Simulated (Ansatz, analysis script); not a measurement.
# Straining FePt: anisotropy against c/a

How does the magnetocrystalline anisotropy of FePt follow c/a at fixed volume?

Main program and level: Ansatz 0.2.0; LDA, PAW set soft_1 (files made for PBE).

## (1) The structure

The structure is tetragonal, space group P4/mmm (No. 123). Conventional cell: a = 2.780 Å, b = 2.780 Å, c = 3.570 Å, α = 90.00°, β = 90.00°, γ = 90.00°. Nearest to Fe lie 8 Pt at 2.66 Å and 4 Fe at 2.78 Å. Nearest to Pt lie 8 Fe at 2.66 Å and 4 Pt at 2.78 Å. Farther neighbours are not listed.

This is the database's cell with c/a scaled by 0.94 at fixed volume.

## (2) The first member, moments along [001]

A collinear run gave the moments typed here. Each cell is then solved with spin–orbit coupling for two directions of the moments, alike in all else.

input.yaml

```yaml
crystal:
  lattice:
    - [2.780256, 0.0, 0.0]
    - [0.0, 2.780256, 0.0]
    - [0.0, 0.0, 3.569671]
  atoms:
    - { symbol: Fe, position: [0.0, 0.0, 0.0], spin: 2.9, spin_axis: [0.0, 0.0, 1.0] }
    - { symbol: Pt, position: [0.5, 0.5, 0.5], spin: 0.43, spin_axis: [0.0, 0.0, 1.0] }
kpoints:
  mp_grid: { grid: [19, 19, 13] }
hamiltonian:
  xc: lda
  pseudopotentials: { kind: paw_fr, azcp: { folder: soft_1 }, xc_functional: pbe }
scf:
  occupations: { method: fermi_dirac, width: 0.05 }
  max_iter: 120
  convergence: { dr2_threshold: 1.0e-08 }
  lower_state_search: "off"
basis:
  ecutwfc: 420.0
magnetization:
  noncollinear: true
  spin_orbit: true
output:
  hubbard: { sites: [{ species: Fe, l: d }, { species: Pt, l: d }] }
```

On the command line:

```
$ ansatz run input.yaml --threads 1 --pin off --max-ram 2048MiB --backend cpu --events-out ev --progress --plain --runs-dir out
```

Numbers of over 12 decimals in the logs are rounded to 6 here.

The program printed:

```text
Engine: ansatz 0.2.0, aarch64-unknown-linux-gnu
Pseudopotentials: kind: paw_fr
Pseudopotential: Fe, paw, valence charge 16, recommended cutoff 420 eV (normal), soft_1/Fe.paw.azcp
Pseudopotential: Pt, paw, valence charge 18, recommended cutoff 420 eV (normal), soft_1/Pt.paw.azcp
Functional definition: SPW92
  exchange = slater_x
  correlation = pw_c
Crystal: 2 atoms, lattice volume = 27.593 Å³
Basis set: ecut = 420 eV, 543 PW (Γ)
Bands: 42, of which v1, the nominal top of the filled ones, is band 34 counted from 1 (33 counted from 0)
Symmetry: 8 space group operations + 8 with time reversal
Magnetic group: BNS 123.345 (UNI 1005), of the structure as read, at distance tolerance 3.0e-5 Å
k-points: 385 of 4693 (time reversal used)
Projection manifold: j_resolved (fully-relativistic pseudo-atomic orbitals)
Non-local potential: Fe, projectors of the file, resolved by j, l = 0: 3, l = 1: 4, l = 2: 6, l = 3: 2
Non-local potential: Pt, projectors of the file, resolved by j, l = 0: 3, l = 1: 4, l = 2: 4, l = 3: 2
PAW form: soft (Blöchl's): semilocal exchange-correlation on the pseudo side does not see the compensation charge
PAW frozen core: Fe, regenerated for the run's functional, and the local potential with it (the file was generated under x = pbe(κ = 0.804, μ = 0.219515), c = pbe(β = 0.066725))
PAW frozen core: Pt, regenerated for the run's functional, and the local potential with it (the file was generated under x = pbe(κ = 0.804, μ = 0.219515), c = pbe(β = 0.066725))
PAW one-centre angular grid: Fe, 590 points (default); XC on 64 Gauss nodes
PAW one-centre angular grid: Pt, 590 points (default); XC on 64 Gauss nodes
Initial density: superposition of atomic densities (chi_scale 0.1, normalization cell)
Starting moments: Σ|m| = 3.33 μB on 2 of 2 sites
Initial wavefunctions: pseudopotential atomic-orbital guess
Functional: x = slater, c = lda
SCF iter   1: F=—  HF=-16702.657792 eV  |F-HF|=—  |Δ(HF+E_count)|=         —  Δρ=2.83e-1  dr2=3.49e1  dr2_m=2.21e0  ethr=3.10e-3  |M|=1.75e0 ∫|m|=1.81e0 μB  |m|>n=0.0e0 m-floor=0.0e0 τ_xc=1.8e-48  β_m=0.30  ⟨swp⟩=7.9  Hψ=76661  notcnv=0  defer=19
preconditioner: auto → none  [metal: Δε(μ)=0.002 eV  Ē_g=6.639 eV  σ=0.050 eV  W_gap=0.01  n_scr=6 (ndim 8)  ℏωp=30.0 eV  f_vac=0.000  D(μ)=3.17/eV (n_scr^D=40)  sad-step TF]
SCF iter   2: F=—  HF=-16700.947817 eV  |F-HF|=—  |Δ(HF+E_count)|=    1.71e0  Δρ=1.85e-1  dr2=7.06e0  dr2_m=1.14e-1  ethr=3.10e-3  |M|=2.98e0 ∫|m|=3.00e0 μB  |m|>n=0.0e0 m-floor=0.0e0 τ_xc=1.1e-19  β_m=0.30  ⟨swp⟩=3.1  Hψ=36679  notcnv=0  defer=263
[...]
SCF iter  14: F=-16699.931051 eV  HF=-16699.931051 eV  |F-HF|=2.18e-11  |Δ(HF+E_count)|=  1.35e-10  Δρ=8.61e-7  dr2=7.25e-11  dr2_m=6.01e-11  ethr=6.99e-12  |M|=3.28e0 ∫|m|=3.36e0 μB  |m|>n=0.0e0 m-floor=0.0e0 τ_xc=1.9e-19  ⟨swp⟩=1.0  Hψ=41888  notcnv=0
SCF 1 converged in 14 iterations: F = -16699.931051 eV  dr2 = 7.25e-11
[...]
SCF converged after 14 iterations
an eigenvalue changed by more than its tolerance at an iteration that met the thresholds in force, so the SCF went on 1 time: the last check found none over its tolerance
Magnetization: |M| = 3.2778 μB,  M = (+0.0000, -0.0000, +3.2778) μB
Absolute magnetization: 3.3656 μB (∫|m|, with the PAW one-centre terms)
  site 0: m = (+0.0000, +0.0000, +2.8713) μB, |m| = 2.8713 μB  (R = 1.10 Å)
  site 1: m = (-0.0000, +0.0000, +0.4173) μB, |m| = 0.4173 μB  (R = 1.10 Å)
Free energy (F): -16699.931051 eV
Harris-Foulkes:  -16699.931051 eV  (|F-HF|=2.18e-11)
Internal energy: -16699.918158 eV  (E = F + TS)
E sigma→0 (E₀):  -16699.924604 eV
Entropy (-TS):   -0.012893 eV (-6.446 meV/atom)
Fermi energy:    20.184594 eV
--- Per-component energies (eV) ---
  E_band       = -383.971278
  E_kinetic    = 909.162312
  E_local      = -3670.358048  (includes V_loc(G=0)·N_el)
  E_nonlocal   = 515.515845
  E_hartree    = 1460.230253
  E_xc         = -335.010615
  E_vxc        = -405.462406  (∫ρ·V_xc dr)
  E_paw        = -10560.091695  (= ΣΔE_a)
  E_vpaw       = -653.289148  (= ΣTr[D̂ρ^β])
  E_aug_tail   = -0.000035  (compensation charges beyond the density's cutoff)
  E_ewald      = -5020.239916
  E_core_change = 0.873741  (= ΣΔE_core)
  E_smearing   = -0.012893  (= −TS)
  E_closure    = 0.000000  (closes the sum)
  Σ components = -16699.931051   (vs F -16699.931051, Δ=0.00e0)
--- Band table (eV; the first three rows and the last of 385) ---
  k-point 0: bands = [... 30 lower, 19.6339, 19.6458, 19.7035, 20.1258, 20.8903, 21.6699, 21.7159, 21.9636, ... 4 higher]
  k-point 1: bands = [... 30 lower, 19.5487, 19.6241, 19.6637, 20.0485, 20.8505, 21.6184, 21.6492, 21.8772, ... 4 higher]
  k-point 2: bands = [... 30 lower, 19.3088, 19.5513, 19.5620, 19.8414, 20.7205, 21.3082, 21.5913, 21.6432, ... 4 higher]
  k-point 384: bands = [... 30 lower, 19.0029, 19.0974, 20.2775, 20.6595, 20.9305, 21.8210, 25.6893, 26.4600, ... 4 higher]
--- Occupation matrices: 2 shells (Löwdin-built; ε = 2.00e-2, provisional) ---
  Fe0 d_3D: site group D4h (4/mmm)
  Fe0 d_3D spinor Tr n = 6.7127  λ = 0.290 0.314 0.401 0.420 0.478 0.942 0.946 0.963 0.973 0.986  [z2 1.00 (Eg 1.00) E1/2g(1.00) | xy 0.99 (Eg 0.99) E3/2g(1.00) | 2× xz 0.50 (T2g 1.00) E1/2g(0.50) | x2-y2 0.99 (T2g 0.99) E3/2g(1.00) | 5× xy 0.20 (T2g 0.60) E3/2g(0.60)]
  Pt1 d_5D: site group D4h (4/mmm)
  Pt1 d_5D spinor Tr n = 8.9487  λ = 0.768 0.830 0.844 0.865 0.896 0.911 0.944 0.958 0.964 0.967  [x2-y2 0.93 (T2g 0.94) E3/2g(1.00) | 2× z2 0.45 (T2g 0.55) E1/2g(0.50) | xz 0.46 (T2g 0.92) E1/2g(1.00) | 2× xy 0.48 (T2g 0.52) E3/2g(1.00) | 4× z2 0.26 (Eg 0.50) E1/2g(0.50)]
  Tr n, λ and their labels are of the run-group-symmetrised matrices; stabiliser: 16 of 32 elements of G0×{1,Θ} (closed), max defect 3.5e-15 at τ = 4.2e-3
```

The job ended after 5.6 min (1 thread of Arm Neoverse N1, shared host; peak memory 0.97 GiB).

The column dr2 measures how far the density is from self-consistency, as an energy; F and HF (Harris–Foulkes) agree once it is small.

## (3) The first member, moments along [100]

input.yaml, the sections that differ from step 2:

```yaml
crystal:
  lattice:
    - [2.780256, 0.0, 0.0]
    - [0.0, 2.780256, 0.0]
    - [0.0, 0.0, 3.569671]
  atoms:
    - { symbol: Fe, position: [0.0, 0.0, 0.0], spin: 2.9, spin_axis: [1.0, 0.0, 0.0] }
    - { symbol: Pt, position: [0.5, 0.5, 0.5], spin: 0.43, spin_axis: [1.0, 0.0, 0.0] }
# kpoints, hamiltonian, scf, basis, magnetization, output: as in step 2
```

The program printed:

```text
[...]
Crystal: 2 atoms, lattice volume = 27.593 Å³
Basis set: ecut = 420 eV, 543 PW (Γ)
Bands: 42, of which v1, the nominal top of the filled ones, is band 34 counted from 1 (33 counted from 0)
Symmetry: 4 space group operations + 4 with time reversal
[...]
k-points: 700 of 4693 (time reversal used)
Projection manifold: j_resolved (fully-relativistic pseudo-atomic orbitals)
[...]
--- Occupation matrices: 2 shells (Löwdin-built; ε = 2.00e-2, provisional) ---
  Fe0 d_3D: site group D4h (4/mmm)
[...]
Pt1 d_5D: site group D4h (4/mmm)
  Pt1 d_5D spinor Tr n = 8.9495  λ = 0.768 0.821 0.852 0.873 0.883 0.924 0.945 0.949 0.966 0.968  [x2-y2 0.94 (T2g 0.98) E3/2g(0.99) | z2 0.69 (Eg 0.69) E1/2g(0.92) | xz 0.89 (T2g 0.92) E3/2g(0.63) | 2× xy 0.34 (T2g 0.54) E3/2g(0.81) | x2-y2 0.40 (T2g 0.77) E3/2g(0.61) | 4× xy 0.28 (Eg 0.52) E3/2g(0.51)]
[...]
[key lines of the parts left out:]
SCF converged after 13 iterations
Magnetization: |M| = 3.2847 μB,  M = (+3.2847, -0.0000, +0.0000) μB
Free energy (F): -16699.929379 eV
Fermi energy:    20.174995 eV
```

Run time: 9.4 min. Hardware: 1 thread; peak memory 1.4 GiB.

The energy lies 1.67 meV above that of the step before.

## (4) The series

The other members take other factors on c/a at fixed volume, with fractional positions and mesh kept. ΔE = E([100]) − E([001]), so ΔE > 0 favours [001]; 1 meV/Å³ is 160.2 MJ/m³.

```
factor on c/a      mesh  ΔE (meV a cell)  K (MJ/m³)  ΔE at zero smearing (meV)  net spin moment (μB)  d orbital moment of the cell, first less second direction (μB)
         0.94  19×19×13             1.67       9.71                       1.68                  3.28                                                         -0.0127
         0.97  19×19×13             2.51       14.6                       2.65                  3.22                                                         -0.0120
            1  19×19×13             2.98       17.3                       3.04                  3.18                                                         -0.0108
         1.03  19×19×13             3.30       19.2                       3.33                  3.13                                                         -0.0100
         1.06  19×19×13             3.61       20.9                       3.66                  3.10                                                         -0.0084
          1.1  19×19×13             3.97       23.0                       4.09                  3.06                                                         -0.0043
```

ΔE is a difference of free energies at a smearing of 0.05 eV.

## (5) What came out

```yaml
delta_e_at_0p94: 1.67 meV
delta_e_at_1p1: 3.97 meV
most_positive_delta_e: 3.97 meV at 1.1
```

In words: ΔE runs from 1.67 to 3.97 meV a cell; no line is fitted. The spin–orbit part favours [001] throughout. Each point stands on one mesh, whose error is not tested. Magnetic dipole terms are not included. Only parallel order was typed, so where the real system orders otherwise this state is hypothetical. The atoms were not relaxed. In doubt: the program's search for lower states was switched off, so that the typed alignment is kept; lower states may exist.

[Logs and program files are shortened in this print: banners, set-up blocks, solver, clock and traceback lines can be left out without a mark of their own.]

[Logs are printed without paths, hosts, clocks, repeated set-up lines and the standing remarks that a program may print on its own settings, such as how far it seeks lower states.]

[Hosts, paths, dates, database ids (printed as entryN), source tags and the programs' standing remarks are cut or masked in the printed files.]
